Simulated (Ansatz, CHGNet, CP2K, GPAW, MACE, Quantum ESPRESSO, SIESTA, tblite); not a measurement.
# SIESTA on Σ5 (001) twist boundary in Ge (77 atoms): settings against a plane-wave reference, part 2 of 2

Wanted: SIESTA inputs and outputs for Σ5 (001) twist boundary in Ge (77 atoms), checked against a plane-wave reference.

Program: SIESTA 5.4.2; the method stands at each step. Banners, paths, timers and routine set-up lines are dropped from the logs unmarked, and long logs keep their key lines alone; longer cuts are marked. The potentials were converted by us to PSML.

So far. Step 2 (PBE, DZP, shift 0.01 Ry, mesh 300 Ry): Forces lie 27 % from the reference's, at 2.5 times its CPU time (on 2 against 8 cores). Step 3 (PBE, SZP, shift 0.01 Ry, mesh 300 Ry): Against the first run (27 %), the force difference from the reference is 52 %, at 0.72 times the CPU time (on 1 against 2 cores), with 1078 basis functions against 1386: the smaller basis costs accuracy.

### 4. BLYP, PBE potentials, DZP, shift 0.01 Ry, mesh 300 Ry

Method: Kohn-Sham DFT, BLYP, PseudoDojo 0.4.1 norm-conserving pseudopotentials (converted to PSML), numerical atomic orbitals (DZP), diagonalisation.

File input.fdf:

```
SystemLabel cell
NumberOfAtoms 77
NumberOfSpecies 1
%block ChemicalSpeciesLabel
  1 32 Ge
%endblock ChemicalSpeciesLabel
LatticeConstant 1.0 Ang
%block LatticeVectors
  8.94608 0.00000 0.00000
  0.00000 8.94608 0.00000
  0.00000 0.00000 22.56460
%endblock LatticeVectors
PAO.BasisSize DZP
PAO.EnergyShift 0.01 Ry
XC.Functional GGA
XC.Authors BLYP
MeshCutoff 300 Ry
%block kgrid_Monkhorst_Pack
  1 0 0 0.0
  0 1 0 0.0
  0 0 1 0.0
%endblock kgrid_Monkhorst_Pack
SolutionMethod diagon
OccupationFunction FD
ElectronicTemperature 580 K
SCF.Mixer.Method Pulay
SCF.Mixer.Weight 0.05
SCF.Mixer.History 8
SCF.Mix Hamiltonian
MaxSCFIterations 300
SCF.DM.Tolerance 1e-04
SCF.H.Tolerance 1.0e-3 eV
WriteForces T
Write.HirshfeldPop T
Write.VoronoiPop T
Write.DM F
Write.H F
XML.Write F
AtomicCoordinatesFormat Fractional
%block AtomicCoordinatesAndAtomicSpecies
[... 77 atom lines left out: the same atoms as in the first run ...]
%endblock AtomicCoordinatesAndAtomicSpecies
```

Command:

```bash
$ OMP_NUM_THREADS=1 mpirun -np 2 siesta < input.fdf > output.txt
```

The log of the run:

```text
Version         : 5.4.2
reinit: System Name:
reinit: System Label: cell
initatom: Reading input for the pseudopotentials and atomic orbitals ----------
Species number:   1 Atomic number:   32 Label: Ge
Ground state valence configuration (from tables):   4s02  4p02  4d00  4f00
---- Processing specs for species: Ge
GGA--PBE XC_GGA_X_PBE--XC_GGA_C_PBE pb
Semicore shell(s) with 10 electrons included in the valence for Ge
Semicore shell(s): 3d
Fallback to non-perturbative polarization scheme for Ge
Please see the manual if this is not desired in principle
Ge pseudopotential only contains V_ls up to l=2 -- lmxkb reset.
Using PAO.SplitTailNorm
%block ChemicalSpeciesLabel
    1   32 Ge                      # Species index, atomic number, species label
%endblock ChemicalSpeciesLabel
[... lines left out ...]
Total number of electrons:  1078.000000
[... lines left out ...]
stepf: Fermi-Dirac step function
        iscf     Eharris(eV)        E_KS(eV)     FreeEng(eV)     dDmax    Ef(eV) dHmax(eV)
[... lines left out ...]
SCF Convergence by DM+H criterion
[... lines left out ...]
SCF cycle converged after 21 iterations
[... lines left out ...]
   Max    2.253238
[... lines left out ...]
   Max    2.253238    constrained
Stress tensor Voigt[x,y,z,yz,xz,xy] (kbar):      -95.38      -84.93     -109.13        2.78       -9.98       -3.74
[... lines left out ...]
siesta: Program's energy decomposition (eV):
siesta: Ebs     =    -24010.677089
siesta: Eions   =    187191.863029
siesta: Ena     =      3629.397173
siesta: Ekin    =    140510.935587
siesta: Enl     =    -98503.810803
siesta: DEna    =       274.272082
siesta: DUscf   =         9.780900
siesta: Ex      =    -43490.928417
siesta: Ec      =     -1977.962922
siesta: Exc     =    -45468.891339
siesta: Eharris =   -186740.179439
siesta: Etot    =   -186740.179430
siesta: FreeEng =   -186740.431179
siesta: Final energy (eV):
siesta:  Band Struct. =  -24010.677089
siesta:       Kinetic =  140510.935587
siesta:       Hartree =   62070.985376
siesta:         Exch. =  -43490.928417
siesta:         Corr. =   -1977.962922
siesta:   Exch.-corr. =  -45468.891339
siesta:  Ion-electron = -258517.002613
siesta:       Ion-ion =  -85336.206440
siesta:         Total = -186740.179430
siesta:         Fermi =      -3.314744
siesta: Stress tensor (static) (eV/Ang**3):
siesta:    -0.059531   -0.002334   -0.006227
siesta:    -0.002334   -0.053009    0.001736
siesta:    -0.006227    0.001736   -0.068117
siesta: Cell volume =       1805.897905 Ang**3
siesta: Pressure (static):
siesta:                Solid            Molecule  Units
siesta:           0.00065587          0.00061723  Ry/Bohr**3
siesta:           0.06021901          0.05667162  eV/Ang**3
siesta:          96.48148989         90.79794405  kBar
    Orbital volume contribution        =          60.988169 eV
    (Free)E + p_basis*V_orbitals       =     -186679.443009 eV
    (Free)Eharris+ p_basis*V_orbitals  =     -186679.443018 eV
Hirshfeld Atomic Populations:
Atom #   charge [q] valence [e]  Species
     1    -0.015912   14.015912  Ge
     2    -0.016497   14.016497  Ge
     3    -0.028214   14.028214  Ge
[...]
--------------------
 Total    -0.000030
Voronoi Atomic Populations:
Atom #   charge [q] valence [e]  Species
[...]
76     0.032886   13.967114  Ge
    77     0.026881   13.973119  Ge
--------------------
 Total    -0.000029
```

Elapsed: 3.3 min, on 2 MPI ranks of Arm Neoverse V2, shared host; peak memory 1.8 GiB.

Compared with the plane-wave run:

```yaml
r_m_s_force_component: 0.4985 eV/Å
r_m_s_difference_of_force_components: 121.6 meV/Å
longest_difference_of_force_vectors: 581.3 meV/Å
force_difference_over_r_m_s_force: 29.85 %
slope_of_forces_against_the_reference_s: 1.204
correlation_of_force_components: 0.984
pressure: 9.648 GPa
pressure_difference: 4.142 GPa
```

Against the first run (27 %), the force difference from the reference is 30 %, at 0.94 times the CPU time; the model has changed, so this is no error of the program alone.

### 5. PBE, DZ, shift 0.01 Ry, mesh 300 Ry

Method: Kohn-Sham DFT, PBE, PseudoDojo 0.4.1 norm-conserving pseudopotentials (converted to PSML), numerical atomic orbitals (DZ), diagonalisation.

Edit input.fdf of step 4 so:

```diff
@@ -12,6 +12,6 @@
 %endblock LatticeVectors
-PAO.BasisSize DZP
+PAO.BasisSize DZ
 PAO.EnergyShift 0.01 Ry
 XC.Functional GGA
-XC.Authors BLYP
+XC.Authors PBE
 MeshCutoff 300 Ry
```

Command:

```bash
$ OMP_NUM_THREADS=1 siesta < input.fdf > output.txt
```

The log of the run:

```text
Version         : 5.4.2
reinit: System Name:
reinit: System Label: cell
initatom: Reading input for the pseudopotentials and atomic orbitals ----------
Species number:   1 Atomic number:   32 Label: Ge
Ground state valence configuration (from tables):   4s02  4p02  4d00  4f00
---- Processing specs for species: Ge
GGA--PBE XC_GGA_X_PBE--XC_GGA_C_PBE pb
[... lines left out ...]
        iscf     Eharris(eV)        E_KS(eV)     FreeEng(eV)     dDmax    Ef(eV) dHmax(eV)
[... lines left out ...]
SCF Convergence by DM+H criterion
[... lines left out ...]
SCF cycle converged after 21 iterations
[... lines left out ...]
   Max    2.159504
[... lines left out ...]
   Max    2.159504    constrained
Stress tensor Voigt[x,y,z,yz,xz,xy] (kbar):      -56.74      -46.62      -68.88        3.70      -10.38       -1.63
[... lines left out ...]
siesta: FreeEng =   -187008.578364
[... lines left out ...]
siesta:         Fermi =      -3.587507
[... lines left out ...]
siesta:    -0.001016   -0.029098    0.002309
siesta:    -0.006478    0.002309   -0.042991
siesta: Cell volume =       1805.897905 Ang**3
siesta: Pressure (static):
siesta:                Solid            Molecule  Units
siesta:           0.00039028          0.00035410  Ry/Bohr**3
siesta:           0.03583394          0.03251160  eV/Ang**3
siesta:          57.41230449         52.08932002  kBar
    Orbital volume contribution        =          41.396907 eV
    (Free)E + p_basis*V_orbitals       =     -186967.181457 eV
    (Free)Eharris+ p_basis*V_orbitals  =     -186967.181454 eV
Hirshfeld Atomic Populations:
Atom #   charge [q] valence [e]  Species
     1    -0.022555   14.022555  Ge
     2    -0.014505   14.014505  Ge
     3    -0.037596   14.037596  Ge
[...]
--------------------
 Total     0.000017
Voronoi Atomic Populations:
Atom #   charge [q] valence [e]  Species
[...]
76     0.030919   13.969081  Ge
    77     0.035789   13.964211  Ge
--------------------
 Total     0.000017
```

The job ended after 2.6 min (1 thread; peak memory 0.96 GiB).

Numbers from this run, and their distance from the reference:

```
r.m.s. force component                  : 0.4918 eV/Å
r.m.s. difference of force components   : 111.3 meV/Å
longest difference of force vectors     : 493.5 meV/Å
force difference over r.m.s. force      : 27.31 %
slope of forces against the reference's : 1.191
correlation of force components         : 0.9868
pressure                                : 5.741 GPa
pressure difference                     : 0.2351 GPa
```

This is a coarse setting, run to see what it loses.

Against the first run (27 %), the force difference from the reference is 27 %, at 0.37 times the CPU time (on 1 against 2 cores), with 1001 basis functions against 1386.

### 6. PBE, DZP, shift 0.01 Ry, mesh 700 Ry

Method: Kohn-Sham DFT, PBE, PseudoDojo 0.4.1 norm-conserving pseudopotentials (converted to PSML), numerical atomic orbitals (DZP), diagonalisation.

Edit input.fdf of step 5 so:

```diff
@@ -12,3 +12,3 @@
 %endblock LatticeVectors
-PAO.BasisSize DZ
+PAO.BasisSize DZP
 PAO.EnergyShift 0.01 Ry
@@ -16,3 +16,3 @@
 XC.Authors PBE
-MeshCutoff 300 Ry
+MeshCutoff 700 Ry
 %block kgrid_Monkhorst_Pack
```

Command:

```bash
$ OMP_NUM_THREADS=1 mpirun -np 2 siesta < input.fdf > output.txt
```

The log of the run:

```text
Version         : 5.4.2
reinit: System Name:
reinit: System Label: cell
initatom: Reading input for the pseudopotentials and atomic orbitals ----------
Species number:   1 Atomic number:   32 Label: Ge
Ground state valence configuration (from tables):   4s02  4p02  4d00  4f00
---- Processing specs for species: Ge
GGA--PBE XC_GGA_X_PBE--XC_GGA_C_PBE pb
Semicore shell(s) with 10 electrons included in the valence for Ge
Semicore shell(s): 3d
Fallback to non-perturbative polarization scheme for Ge
Please see the manual if this is not desired in principle
Ge pseudopotential only contains V_ls up to l=2 -- lmxkb reset.
Using PAO.SplitTailNorm
%block ChemicalSpeciesLabel
    1   32 Ge                      # Species index, atomic number, species label
%endblock ChemicalSpeciesLabel
[... lines left out ...]
Total number of electrons:  1078.000000
[... lines left out ...]
stepf: Fermi-Dirac step function
        iscf     Eharris(eV)        E_KS(eV)     FreeEng(eV)     dDmax    Ef(eV) dHmax(eV)
[... lines left out ...]
SCF Convergence by DM+H criterion
[... lines left out ...]
SCF cycle converged after 22 iterations
[... lines left out ...]
   Max    2.188436
[... lines left out ...]
   Max    2.188436    constrained
Stress tensor Voigt[x,y,z,yz,xz,xy] (kbar):      -67.33      -56.84      -77.70        2.88       -9.73       -3.54
[... lines left out ...]
siesta: Program's energy decomposition (eV):
siesta: Ebs     =    -24619.208825
siesta: Eions   =    187191.863038
siesta: Ena     =      3633.293180
siesta: Ekin    =    140777.250976
siesta: Enl     =    -98808.939177
siesta: DEna    =       310.234900
siesta: DUscf   =        10.463817
siesta: Ex      =    -43361.958595
siesta: Ec      =     -2409.052988
siesta: Exc     =    -45771.011583
siesta: Eharris =   -187040.570920
siesta: Etot    =   -187040.570924
siesta: FreeEng =   -187040.832043
siesta: Final energy (eV):
siesta:  Band Struct. =  -24619.208825
siesta:       Kinetic =  140777.250976
siesta:       Hartree =   61913.415759
siesta:         Exch. =  -43361.958595
siesta:         Corr. =   -2409.052988
siesta:   Exch.-corr. =  -45771.011583
siesta:  Ion-electron = -258667.218481
siesta:       Ion-ion =  -85293.007596
siesta:         Total = -187040.570924
siesta:         Fermi =      -3.730954
siesta: Stress tensor (static) (eV/Ang**3):
siesta:    -0.042023   -0.002211   -0.006075
siesta:    -0.002211   -0.035479    0.001799
siesta:    -0.006075    0.001799   -0.048496
siesta: Cell volume =       1805.897905 Ang**3
siesta: Pressure (static):
siesta:                Solid            Molecule  Units
siesta:           0.00045743          0.00041209  Ry/Bohr**3
siesta:           0.04199938          0.03783634  eV/Ang**3
siesta:          67.29043044         60.62049769  kBar
    Orbital volume contribution        =          61.829985 eV
    (Free)E + p_basis*V_orbitals       =     -186979.002058 eV
    (Free)Eharris+ p_basis*V_orbitals  =     -186979.002054 eV
Hirshfeld Atomic Populations:
Atom #   charge [q] valence [e]  Species
     1    -0.018924   14.018924  Ge
     2    -0.016743   14.016743  Ge
     3    -0.033393   14.033393  Ge
[...]
--------------------
 Total     0.000080
Voronoi Atomic Populations:
Atom #   charge [q] valence [e]  Species
[...]
76     0.032951   13.967049  Ge
    77     0.032718   13.967282  Ge
--------------------
 Total     0.000080
```

The job ended after 11 min (2 MPI ranks; peak memory 4.8 GiB).

Against the reference:

```yaml
r_m_s_force_component: 0.4903 eV/Å
r_m_s_difference_of_force_components: 109.2 meV/Å
longest_difference_of_force_vectors: 514.9 meV/Å
force_difference_over_r_m_s_force: 26.81 %
slope_of_forces_against_the_reference_s: 1.188
correlation_of_force_components: 0.9873
pressure: 6.729 GPa
pressure_difference: 1.223 GPa
energy_less_the_same_level_run_s: 5.821 meV/atom
r_m_s_force_difference_from_the_same_level_run: 0.686 meV/Å
```

This run lies far from the reference in forces at the same functional.

Against the first run (27 %), the force difference from the reference is 27 %, at 3.0 times the CPU time: the change moves forces by 0.69 meV/Å r.m.s., so most of the difference comes from elsewhere.

### 7. Another try, on a changed input

Edit input.fdf of step 6 so:

```diff
@@ -12,3 +12,3 @@
 %endblock LatticeVectors
-PAO.BasisSize DZP
+PAO.BasisSize QZ3P
 PAO.EnergyShift 0.01 Ry
@@ -16,3 +16,3 @@
 XC.Authors PBE
-MeshCutoff 700 Ry
+MeshCutoff 300 Ry
 %block kgrid_Monkhorst_Pack
@@ -29,3 +29,3 @@
 SCF.Mix Hamiltonian
-MaxSCFIterations 300
+MaxSCFIterations 60
 SCF.DM.Tolerance 1e-04
```

The log of the run:

```text
Version         : 5.4.2
reinit: System Name:
reinit: System Label: cell
initatom: Reading input for the pseudopotentials and atomic orbitals ----------
Species number:   1 Atomic number:   32 Label: Ge
size_name: Incorrect basis-size option specified, active options are:
  SZ or MINIMAL
  SZP, SZSP, SZ1P, SZP1
  DZ
  DZP, DZSP, DZP1, DZ1P or STANDARD
  DZDP, DZP2, DZ2P
  TZ
  TZP, TZSP, TZP1, TZ1P
  TZDP, TZP2, TZ2P
  TZTP, TZP3, TZ3P
stopping program
stopping program
Stopping Program from Node:    0
Stopping Program from Node:    0
```

Elapsed: 0.5 s, on 2 MPI ranks; peak memory 0.26 GiB.

The program stopped at the start. The fault in the input: an unknown basis size (basis QZ3P).

### 8. The ladder

Differences are against the plane-wave reference, forces as r.m.s. over components; share is that over the reference's r.m.s. force, slope the least-squares factor from reference forces to these. Total energies of different programs have different zeros and aren't compared.

```
                                                         run  Δ force, r.m.s. (meV/Å)  share (%)  slope  Δ pressure (GPa)  cores  CPU time  memory (GiB)
                                                   reference                        -          -      -                 -      8   2.9 min           3.0
                 SIESTA PBE, DZP, shift 0.01 Ry, mesh 300 Ry                      109       26.8  1.188              1.29      2   7.2 min           1.8
        SIESTA PBE, SZP, shift 0.01 Ry, mesh 300 Ry (coarse)                      210       51.5  1.376              3.47      1   5.1 min           1.4
SIESTA BLYP, PBE potentials, DZP, shift 0.01 Ry, mesh 300 Ry                      122       29.8  1.204              4.14      2   6.7 min           1.8
         SIESTA PBE, DZ, shift 0.01 Ry, mesh 300 Ry (coarse)                      111       27.3  1.191             0.235      1   2.6 min          0.96
                 SIESTA PBE, DZP, shift 0.01 Ry, mesh 700 Ry                      109       26.8  1.188              1.22      2    21 min           4.8
```

Rows marked coarse were listed beforehand as settings not expected to be converged; some can still land near the reference.

CPU time is summed over cores on a shared host, where runs went side by side, so it is rough. Symmetry, cutoffs, thresholds, outputs and thread counts weren't matched or tuned between programs; memory under MPI is the largest rank's times the ranks.

Within one program, basis, potentials and functional, energies share a zero. Each run against its twin at the usual cutoff or grid and solver:

```
                                        run                             twin  Δ energy (meV/atom)  Δ force, r.m.s. (meV/Å)  CPU time over the twin's
SIESTA PBE, DZP, shift 0.01 Ry, mesh 700 Ry  DZP, shift 0.01 Ry, mesh 300 Ry                 5.82                    0.686                       3.0
```

### 9. Summary of results

- nearest in forces: a tie at 27 % of 3 runs: SIESTA PBE, DZP, shift 0.01 Ry, mesh 300 Ry; SIESTA PBE, DZ, shift 0.01 Ry, mesh 300 Ry (coarse); SIESTA PBE, DZP, shift 0.01 Ry, mesh 700 Ry

The PBE runs in local orbitals, coarse settings apart, differ by 27 % in each run; basis, grid and potentials can all enter. Rows with another functional or a dispersion term differ by 30 % (SIESTA BLYP, PBE potentials, DZP, shift 0.01 Ry, mesh 300 Ry), which mixes the change of model with differences of basis and potentials, some of them made for another functional. Runs with settings chosen to be coarse differ by 27 % (SIESTA PBE, DZ, shift 0.01 Ry, mesh 300 Ry) to 52 % (SIESTA PBE, SZP, shift 0.01 Ry, mesh 300 Ry), their programs' other errors included. None of the electronic-structure runs in the table takes under half the reference's CPU time of 2.9 min; they take 0.91 to 7.4 times as much. SIESTA PBE, SZP, shift 0.01 Ry, mesh 300 Ry stiffens the forces by a factor of 1.38 while following their directions (correlation 0.969); the slopes of the 5 SIESTA runs lie between 1.19 and 1.38. In pressure, SIESTA PBE, SZP, shift 0.01 Ry, mesh 300 Ry misses by +3.5 GPa, at the same functional. The host structure and its lattice constant were typed by rule, without a check against the phase diagram. The reference's pressure of 5.5 GPa says that the cell would expand at this level of theory. The electronic-structure runs sample only Γ, in a cell whose shortest periodic width is 9 Å, which is coarse for a cell with partly filled levels.

[Also dropped from logs without a mark: logging warnings of Python, and SIESTA's first energy breakdown and zero terms.]

[Logs are printed without paths, hosts, clocks, repeated set-up lines and the standing remarks that a program may print on its own settings, such as how far it seeks lower states.]

[Hosts, paths, dates, database ids (printed as entryN), source tags and the programs' standing remarks are cut or masked in the printed files.]
